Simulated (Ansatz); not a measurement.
## Y (P6_3/mmc, 2 atoms in the cell): modes against uniaxial strain along c

Wanted: the shifts of the zone-centre modes of Y (P6_3/mmc, 2 atoms in the cell) with strain.

Program: Ansatz 0.2.0. Level of theory: DFT PBEsol, scalar-relativistic, plane waves, PAW; PAW set soft_1. Results are calculated unless marked as measured.

## (1) The structure

Symmetry: P6_3/mmc, No. 194, hexagonal system. Conventional cell: a = 3.647 Å, b = 3.647 Å, c = 5.731 Å, α = 90.00°, β = 90.00°, γ = 120.00°. Y has 12 Y at 3.56 to 3.65 Å nearest.

## (2) Bringing the structure to rest

Harmonic phonons are second derivatives at a point where the forces vanish, and they are wanted at zero stress, so atoms and cell are relaxed first.

input.yaml

```yaml
crystal:
  lattice:
    - [3.6474, 0.0, 0.0]
    - [-1.8237, 3.1587410578, 0.0]
    - [0.0, 0.0, 5.7306]
  atoms:
    - { symbol: "Y", position: [0.33333333, 0.66666667, 0.25] }
    - { symbol: "Y", position: [0.66666667, 0.33333333, 0.75] }
kpoints:
  mp_grid: { grid: [15, 15, 8] }
hamiltonian:
  xc: pbesol
  pseudopotentials: { kind: paw, azcp: { folder: soft_1 }, xc_functional: pbe }
scf:
  occupations: { method: gaussian, width: 0.1 }
output:
  forces: true
  stress: true
  eigenvalues: true
  write_density: true
  write_potential: true
  elf: true
  volumetric_format: npy
relax:
  adjacent_minimum: "off"
  f_tol: 0.005
  max_steps: 80
  cell: { stress_tol: 0.05 }
```

Command:

```sh
$ ansatz run input.yaml --threads 4 --pin off --max-ram 10240MiB --backend cpu --events-out ev --progress --plain --runs-dir out
```

Numbers of over 12 decimals in the logs are rounded to 6 here.

The log of the run:

```text
Engine: ansatz 0.2.0, x86_64-unknown-linux-gnu
Pseudopotentials: kind: paw
Pseudopotential: Y, paw, valence charge 11, recommended cutoff 420 eV (normal), soft_1/Y.paw.azcp
Functional definition: PBEsol
  exchange = pbesol_x
  correlation = pbesol_c
Crystal: 2 atoms, lattice volume = 66.023 Å³
Basis set: ecut = 420 eV, 1267 PW (Γ), exchange–correlation on 50×50×80 points (8 copies of the dense FFT grid, shifted against one another)
Bands: 15, of which v1, the nominal top of the filled ones, is band 11 counted from 1 (10 counted from 0)
Symmetry: 24 space group operations
Space group: P63/mmc (ITA 194), of the structure as read, at distance tolerance 4.0e-5 Å
k-points: 135 of 1800
Non-local potential: Y, projectors of the file, l = 0: 3, l = 1: 2, l = 2: 2, l = 3: 1
PAW form: soft (Blöchl's): semilocal exchange-correlation on the pseudo side does not see the compensation charge
PAW frozen core: Y, regenerated for the run's functional, and the local potential with it (the file was generated under x = pbe(κ = 0.804, μ = 0.219515), c = pbe(β = 0.066725))
PAW one-centre angular grid: Y, 590 points (default); XC on 64 Gauss nodes
Initial density: superposition of atomic densities (chi_scale 0.1, normalization cell)
Initial wavefunctions: pseudopotential atomic-orbital guess
Functional: x = pbesol(κ = 0.804, μ = 0.123457), c = pbesol(β = 0.046)
SCF iter   1: F=—  HF=-7590.240246 eV  |F-HF|=—  |Δ(HF+E_count)|=         —  Δρ=1.37e-2  dr2=2.03e-1  ethr=3.10e-3  ⟨swp⟩=4.4  Hψ=8841  notcnv=0
preconditioner: auto → Kerker (q_TF=auto, 2.272 Å⁻¹)  [metal: Δε(μ)=0.002 eV  Ē_g=2.590 eV  σ=0.100 eV  W_gap=0.01  n_scr=22 (ndim 8)  ℏωp=11.2 eV  f_vac=0.000  D(μ)=3.79/eV (n_scr^D=34)]
SCF iter   2: F=—  HF=-7590.198355 eV  |F-HF|=—  |Δ(HF+E_count)|=   4.19e-2  Δρ=8.72e-3  dr2=8.15e-2  ethr=9.21e-4  ⟨swp⟩=1.9  Hψ=3353  notcnv=0  defer=14
SCF iter   3: F=—  HF=-7590.172170 eV  |F-HF|=—  |Δ(HF+E_count)|=   2.62e-2  Δρ=1.34e-3  dr2=1.21e-3  ethr=3.71e-4  ⟨swp⟩=3.0  Hψ=4005  notcnv=0  defer=14
SCF iter   4: F=—  HF=-7590.172123 eV  |F-HF|=—  |Δ(HF+E_count)|=   4.75e-5  Δρ=2.04e-4  dr2=2.46e-5  ethr=5.50e-6  ⟨swp⟩=1.8  Hψ=2323  notcnv=0  defer=14
SCF iter   5: F=—  HF=-7590.172115 eV  |F-HF|=—  |Δ(HF+E_count)|=   7.34e-6  Δρ=4.75e-5  dr2=1.00e-6  ethr=1.12e-7  ⟨swp⟩=2.0  Hψ=3499  notcnv=0  defer=14
SCF iter   6: F=-7590.172116 eV  HF=-7590.172116 eV  |F-HF|=5.12e-9  |Δ(HF+E_count)|=   1.29e-7  Δρ=8.20e-6  dr2=3.34e-8  ethr=4.55e-10  ⟨swp⟩=8.4  Hψ=12927  notcnv=0
SCF 1 converged in 6 iterations: F = -7590.172116 eV  dr2 = 3.34e-8
  greatest PAW one-centre occupation: 0.993 electrons in one spin orbital (limit 2), on the Y atom at site 1 (counted from 0), in its partial waves of l = 0
relax step   1: F+E_penalty+E_count = -7590.17211551 eV  Δ(F+E_penalty+E_count) = +0.000e0 eV  max|allowed force component| = 7.401e-17 eV/Å  Δτ_max = 0.0000 Å  P = -2.093 GPa  Ω = 66.023 Å³  (6 SCF iters, dr2 threshold 1.00e-7 eV, accepted)
Crystal: 2 atoms, lattice volume = 62.557 Å³
Basis set: ecut = 420 eV, 1207 PW (Γ), exchange–correlation on 50×50×80 points (8 copies of the dense FFT grid, shifted against one another)
Initial density: handed on by an earlier stage of this run
Initial wavefunctions: those handed on with the density
iter 1 solved again at ethr=1.16e-6 eV; its pass at ethr=3.10e-3 eV (dr2=2.56e-4 eV) is discarded
SCF iter   1: F=—  HF=-7590.196529 eV  |F-HF|=—  |Δ(HF+E_count)|=         —  Δρ=7.85e-4  dr2=2.04e-4  ethr=1.16e-6  ⟨swp⟩=2.0  Hψ=15181  notcnv=0
preconditioner: auto → Kerker (q_TF=auto, 2.292 Å⁻¹)  [metal: Δε(μ)=0.016 eV  Ē_g=2.602 eV  σ=0.100 eV  W_gap=0.09  n_scr=10 (ndim 8)  ℏωp=11.5 eV  f_vac=0.000  D(μ)=3.51/eV (n_scr^D=34)]
SCF iter   2: F=—  HF=-7590.196536 eV  |F-HF|=—  |Δ(HF+E_count)|=   7.56e-6  Δρ=4.36e-4  dr2=6.57e-5  ethr=9.29e-7  ⟨swp⟩=1.0  Hψ=2025  notcnv=0
SCF iter   3: F=—  HF=-7590.196550 eV  |F-HF|=—  |Δ(HF+E_count)|=   1.39e-5  Δρ=4.86e-5  dr2=1.38e-6  ethr=2.99e-7  ⟨swp⟩=2.5  Hψ=3303  notcnv=0
SCF iter   4: F=-7590.196550 eV  HF=-7590.196550 eV  |F-HF|=1.01e-8  |Δ(HF+E_count)|=   1.65e-7  Δρ=8.16e-6  dr2=4.63e-8  ethr=9.09e-10  ⟨swp⟩=9.0  Hψ=13607  notcnv=0
SCF 2 converged in 4 iterations: F = -7590.196550 eV  dr2 = 4.63e-8
relax step   2: F+E_penalty+E_count = -7590.19655009 eV  Δ(F+E_penalty+E_count) = -2.443e-2 eV  max|allowed force component| = 6.014e-17 eV/Å  Δτ_max = 0.0000 Å  P = +0.040 GPa  Ω = 62.557 Å³  energy of the carried Pulay correction = +8.890e-5 eV  (4 SCF iters, dr2 threshold 2.00e-7 eV, accepted)
Crystal: 2 atoms, lattice volume = 62.608 Å³
iter 1 solved again at ethr=4.53e-8 eV; its pass at ethr=3.10e-3 eV (dr2=9.96e-6 eV) is discarded
SCF iter   1: F=—  HF=-7590.196631 eV  |F-HF|=—  |Δ(HF+E_count)|=         —  Δρ=6.01e-5  dr2=1.64e-6  ethr=4.53e-8  ⟨swp⟩=3.1  Hψ=14449  notcnv=0
preconditioner: auto → Kerker (q_TF=auto, 2.292 Å⁻¹)  [metal: Δε(μ)=0.021 eV  Ē_g=2.601 eV  σ=0.100 eV  W_gap=0.12  n_scr=10 (ndim 8)  ℏωp=11.5 eV  f_vac=0.000  D(μ)=3.48/eV (n_scr^D=34)]
SCF iter   2: F=—  HF=-7590.196631 eV  |F-HF|=—  |Δ(HF+E_count)|=   2.85e-7  Δρ=3.66e-5  dr2=6.48e-7  ethr=7.48e-9  ⟨swp⟩=1.1  Hψ=2044  notcnv=0
SCF iter   3: F=-7590.196631 eV  HF=-7590.196631 eV  |F-HF|=3.73e-10  |Δ(HF+E_count)|=   4.16e-8  Δρ=3.20e-6  dr2=4.54e-9  ethr=1.23e-10  ⟨swp⟩=6.0  Hψ=11558  notcnv=0
SCF 3 converged in 3 iterations: F = -7590.196631 eV  dr2 = 4.54e-9
relax step   3: F+E_penalty+E_count = -7590.19663116 eV  Δ(F+E_penalty+E_count) = -8.107e-5 eV  max|allowed force component| = 4.626e-18 eV/Å  Δτ_max = 0.0000 Å  P = +0.008 GPa  Ω = 62.608 Å³  energy of the carried Pulay correction = +8.757e-5 eV  (3 SCF iters, dr2 threshold 2.72e-8 eV, accepted)
Initial wavefunctions: pseudopotential atomic-orbital guess (no wavefunctions were taken with the density)
iter 1 solved again at ethr=1.92e-7 eV; its pass at ethr=3.10e-3 eV (dr2=4.23e-5 eV) is discarded
SCF iter   1: F=—  HF=-7590.196536 eV  |F-HF|=—  |Δ(HF+E_count)|=         —  Δρ=1.92e-5  dr2=3.01e-8  ethr=1.92e-7  ⟨swp⟩=3.1  Hψ=15162  notcnv=0
SCF iter   2: F=—  HF=-7590.196537 eV  |F-HF|=—  |Δ(HF+E_count)|=   6.06e-7  Δρ=9.80e-6  dr2=8.44e-9  ethr=1.37e-10  ⟨swp⟩=2.0  Hψ=3452  notcnv=0
SCF iter   3: F=—  HF=-7590.196537 eV  |F-HF|=—  |Δ(HF+E_count)|=   4.26e-9  Δρ=4.99e-7  dr2=1.38e-10  ethr=3.84e-11  ⟨swp⟩=2.0  Hψ=3500  notcnv=0
SCF iter   4: F=-7590.196537 eV  HF=-7590.196537 eV  |F-HF|=7.28e-12  |Δ(HF+E_count)|=  2.27e-11  Δρ=1.51e-7  dr2=1.03e-11  ethr=1.00e-12  ⟨swp⟩=6.0  Hψ=9067  notcnv=0
SCF 4 converged in 4 iterations: F = -7590.196537 eV  dr2 = 1.03e-11
relax step   4: F+E_penalty+E_count = -7590.19653684 eV  Δ(F+E_penalty+E_count) = +9.432e-5 eV  max|allowed force component| = 1.388e-17 eV/Å  Δτ_max = 0.0000 Å  P = +0.008 GPa  Ω = 62.608 Å³  stress off target by 2.65e-2 GPa  SCF on the basis re-selected at this cell (its energy is not comparable with the rows above)  (4 SCF iters)
basis re-selected at this cell: Δ(F+E_penalty+E_count) = +9.432e-5 eV, ΔP = +0.000 GPa vs the last step (what re-selecting the basis moved, of the pressure what is left beyond the Pulay correction that the steps carried, after the strain that the cell walked since its last selection, with what the two solves' SCF thresholds leave and, on support functions, any second-order correction that the steps lacked; it is no m [...]
SCF converged after 4 iterations
Free energy (F): -7590.196537 eV
Harris-Foulkes:  -7590.196537 eV  (|F-HF|=7.28e-12)
Internal energy: -7590.179123 eV  (E = F + TS)
E sigma→0 (E₀):  -7590.187830 eV
Entropy (-TS):   -0.017414 eV (-8.707 meV/atom)
Fermi energy:    9.806017 eV
--- Per-component energies (eV) ---
  E_band       = -230.314794
  E_kinetic    = 631.607628
  E_local      = -1172.382024  (includes V_loc(G=0)·N_el)
  E_nonlocal   = 57.284527
  E_hartree    = 370.683914
  E_xc         = -353.833111
  E_vxc        = -408.985157  (∫ρ·V_xc dr)
  E_paw        = -5527.702504  (= ΣΔE_a)
  E_vpaw       = -79.207598  (= ΣTr[D̂ρ^β])
  E_aug_tail   = 0.000046  (compensation charges beyond the density's cutoff)
  E_ewald      = -1596.135144
  E_core_change = 0.297547  (= ΣΔE_core)
  E_smearing   = -0.017414  (= −TS)
  E_closure    = -0.000000  (closes the sum)
  Σ components = -7590.196537   (vs F -7590.196537, Δ=0.00e0)
--- Forces (eV/Å), atoms counted from 1 ---
  atom   1  Y     -0.00000000    -0.00000000     0.00000000
  atom   2  Y     -0.00000000     0.00000000    -0.00000000
  max |Σ_I F_I| component: 2.78e-17 eV/Å
--- Stress (GPa, compression-positive) ---
        0.025826       0.000000       0.000000
        0.000000       0.025826      -0.000000
        0.000000      -0.000000      -0.026502
  P = ⅓ Tr σ = 0.0084 GPa (0.084 kbar)
--- Band table (eV; the first three rows and the last of 135) ---
  k-point 0: bands = [... 7 lower, -12.2955, 5.0807, 7.8940, 10.9318, 11.5748, 11.5748, 11.9912, 12.2404]
  k-point 1: bands = [... 7 lower, -12.3249, 5.1904, 7.8365, 10.8095, 11.5044, 11.5044, 11.8828, 12.1396]
  k-point 2: bands = [... 7 lower, -12.3594, 5.5078, 7.6160, 10.6103, 11.4057, 11.4057, 11.5886, 11.9074]
  k-point 134: bands = [... 7 lower, -12.4150, 9.3997, 9.3997, 9.4073, 9.4073, 10.2877, 10.2877, 12.6662]
--- Relaxed structure (3 steps of the walk, 3 accepted, 1 SCFs on fresh bases) ---
  F+E_penalty+E_count = -7590.19653684 eV   max|allowed force component| = 1.388e-17 eV/Å   (the final SCF, on the basis selected at the relaxed cell)
  cell:  # Å, volume = 62.6076 Å³
    - [3.597888, 0, 0]
    - [-1.798944, 3.115862, -2.281294200372616e-18]
    - [0, -4.138732585391583e-18, 5.584721]
  atoms:
    - { symbol: Y, position: [0.333333, 0.666667, 0.250000] }
    - { symbol: Y, position: [0.666667, 0.333333, 0.750000] }
```

It took 23 s on 4 threads of Intel Xeon at 2.50GHz (Skylake/Cascade Lake), shared host; peak memory 0.47 GiB; 56 s of CPU time.

Step by step:

```csv
step,energy less that of the first step (eV),largest force component (eV/Å),pressure (GPa),volume (Å³)
1,0.0000,0.0000,-2.09,66.02
2,-0.0244,0.0000,0.04,62.56
3,-0.0245,0.0000,0.01,62.61
4*,-0.0244,0.0000,0.01,62.61
```

Relaxation steps marked * repeat the geometry before them on a plane-wave basis chosen anew for their cell, so energy and pressure can jump there.

Forces are held to the 24 operations that the run works with; a distortion that breaks them can't arise in this run.

```csv
"conventional cell, symmetrised",before,after,change
a (Å),3.647,3.598,-1.4 %
b (Å),3.647,3.598,-1.4 %
c (Å),5.731,5.585,-2.5 %
volume (Å³/atom),33.01,31.30,-5.2 %
```

Final coordinates:

```
Y
1.0
     3.59789    0.00000    0.00000
    -1.79894    3.11586    0.00000
     0.00000    0.00000    5.58472
Y
2
Direct
  0.33333 0.66667 0.25000
  0.66667 0.33333 0.75000
```

Numbers from this step:

- pressure: 0.008383 GPa
- volume per atom: 31.30 Å³
- gap on the k-mesh: 0 eV

ELF in the ac plane at fractional y = 0.333, with atoms of Y within 0.2 Å of it. It is the smooth field of the valence electrons, not physical close to the nuclei.

Values, 21 rows by 14 columns, each cell a mean:
```
0.27 0.40 0.47 0.44 0.32 0.20 0.14 0.16 0.22 0.27 0.25 0.18 0.14 0.15
0.18 0.34 0.45 0.40 0.23 0.14 0.17 0.39 0.57 0.65 0.62 0.46 0.25 0.13
0.13 0.24 0.37 0.31 0.16 0.15 0.37 0.71 0.82 0.84 0.83 0.76 0.54 0.23
0.13 0.17 0.27 0.21 0.13 0.26 0.64 0.84 0.81 0.74 0.78 0.85 0.77 0.44
0.14 0.14 0.22 0.18 0.13 0.33 0.72 0.85 0.71 0.49 0.60 0.82 0.82 0.54
0.14 0.14 0.23 0.18 0.13 0.32 0.72 0.85 0.73 0.53 0.63 0.83 0.82 0.53
0.12 0.18 0.29 0.24 0.13 0.22 0.56 0.83 0.84 0.81 0.83 0.84 0.72 0.37
0.14 0.26 0.39 0.33 0.17 0.14 0.32 0.65 0.79 0.83 0.81 0.72 0.48 0.20
0.20 0.36 0.46 0.42 0.25 0.14 0.15 0.31 0.49 0.57 0.54 0.38 0.21 0.13
0.30 0.39 0.44 0.42 0.34 0.23 0.16 0.14 0.17 0.19 0.18 0.15 0.15 0.19
0.29 0.30 0.30 0.30 0.29 0.28 0.26 0.25 0.24 0.24 0.24 0.25 0.26 0.27
0.20 0.17 0.16 0.17 0.19 0.23 0.31 0.41 0.46 0.48 0.47 0.43 0.36 0.27
0.12 0.12 0.13 0.13 0.12 0.15 0.25 0.45 0.60 0.66 0.63 0.51 0.33 0.19
0.13 0.17 0.21 0.20 0.14 0.12 0.19 0.40 0.60 0.69 0.66 0.49 0.27 0.14
0.16 0.26 0.34 0.31 0.20 0.13 0.16 0.36 0.58 0.69 0.65 0.45 0.23 0.13
0.18 0.30 0.39 0.36 0.23 0.13 0.15 0.34 0.57 0.69 0.65 0.43 0.22 0.13
0.15 0.24 0.31 0.29 0.18 0.13 0.16 0.37 0.59 0.69 0.65 0.46 0.24 0.13
0.12 0.16 0.19 0.17 0.13 0.13 0.19 0.42 0.61 0.69 0.66 0.50 0.28 0.15
0.14 0.13 0.13 0.13 0.13 0.17 0.27 0.45 0.57 0.62 0.60 0.50 0.35 0.22
0.22 0.20 0.19 0.19 0.21 0.25 0.31 0.38 0.41 0.42 0.42 0.39 0.34 0.28
0.30 0.33 0.34 0.33 0.31 0.28 0.24 0.21 0.21 0.21 0.21 0.21 0.23 0.26
```
Columns run along a (3.6 Å), rows up along c (5.6 Å). Atoms in or near the plane, at fractional coordinates: Y at (0.67, 0.75).

Valence density in the ac plane at fractional y = 0.333, with atoms of Y within 0.2 Å of it. It is the smooth field of the valence electrons, not physical close to the nuclei.

Ten even steps from '0' (0.1 e/Å³) to '9' (3.4 e/Å³), each cell a mean:
```
00000000000000
00000001222100
00000003566310
00000026999741
00000038989951
00000037999951
00000015899631
00000002455310
00000000111100
00000000000000
00000000000000
00000000000000
00000000000000
00000000000000
00000000000000
00000000000000
00000000000000
00000000000000
00000000000000
00000000000000
00000000000000
```
Columns run along a (3.6 Å), rows up along c (5.6 Å). Atoms in or near the plane, at fractional coordinates: Y at (0.67, 0.75).

Electrostatic potential energy in the ac plane at fractional y = 0.333, with atoms of Y within 0.2 Å of it. With pseudopotentials it is smooth inside the atoms' cores, unlike the true potential.

Ten even steps from '0' (-46 eV) to '9' (12 eV), each cell a mean:
```
99999998888899
99999987655688
99999874212368
89999851000136
89999740000026
89999740000026
89999862000147
99999875322468
99999987666789
99999999888999
99999999999999
99999999999999
99889999999999
88888999999999
88778899999999
87778899999999
88778899999999
88888999999999
99999999999999
99999999999999
99999999999999
```
Columns run along a (3.6 Å; values clipped at the 3rd and 97th percentile), rows up along c (5.6 Å). Atoms in or near the plane, at fractional coordinates: Y at (0.67, 0.75).

In this step the volume went from 33.01 to 31.30 Å³/atom.

## (3) Tight relaxation

Phonons need small forces and stress, so the relaxation is finished with tight tolerances on 15×15×8 k points.

input.yaml, the sections that differ from step 2:

```yaml
crystal:
  lattice:
    - [3.5978877796, 0.0, 0.0]
    - [-1.7989438898, 3.1158622171, 0.0]
    - [0.0, 0.0, 5.584720621]
  atoms:
    - { symbol: "Y", position: [0.3333333333, 0.6666666667, 0.25] }
    - { symbol: "Y", position: [0.6666666667, 0.3333333333, 0.75] }
scf:
  occupations: { method: methfessel_paxton, width: 0.2 }
output:
  forces: true
  stress: true
  eigenvalues: true
relax:
  adjacent_minimum: "off"
  f_tol: 0.001
  max_steps: 60
  cell: { stress_tol: 0.01 }
# kpoints, hamiltonian: as in step 2
```

The log of the run:

```text
[...]
Crystal: 2 atoms, lattice volume = 62.608 Å³
Basis set: ecut = 420 eV, 1207 PW (Γ), exchange–correlation on 50×50×80 points (8 copies of the dense FFT grid, shifted against one another)
Bands: 15, of which v1, the nominal top of the filled ones, is band 11 counted from 1 (10 counted from 0)
Symmetry: 24 space group operations
[...]
k-points: 135 of 1800
[...]
k-point 134: bands = [... 7 lower, -12.4129, 9.4011, 9.4011, 9.4088, 9.4088, 10.2889, 10.2889, 12.6694]
--- Relaxed structure (2 steps of the walk, 2 accepted, 1 SCFs on fresh bases) ---
[...]
cell:  # Å, volume = 62.5980 Å³
    - [3.598501, 0.0, 0]
    - [-1.799250, 3.116393, 0]
    - [0, 0, 5.581963]
  atoms:
    - { symbol: Y, position: [0.333333, 0.666667, 0.25] }
    - { symbol: Y, position: [0.666667, 0.333333, 0.750000] }
[key lines of the parts left out:]
SCF converged after 5 iterations
Free energy (F): -7590.186874 eV
Fermi energy:    9.809666 eV
P = ⅓ Tr σ = 0.0013 GPa (0.013 kbar)
```

Run time: 22 s. Hardware: 4 threads; peak memory 0.46 GiB.

Little changed from the start: no atom moved by 0.005 Å and no cell edge by 0.1 %.

Numbers from this step:

```
pressure : 0.001299 GPa
```

The forces vanish by symmetry and the pressure is 0.001 GPa, within the tolerances set. The cell now holds 31.30 Å³/atom.

(Continued in part 2 of 2.)

[Logs are printed without paths, hosts, clocks, repeated set-up lines and the standing remarks that a program may print on its own settings, such as how far it seeks lower states.]

[Hosts, paths, dates, database ids (printed as entryN), source tags and the programs' standing remarks are cut or masked in the printed files.]
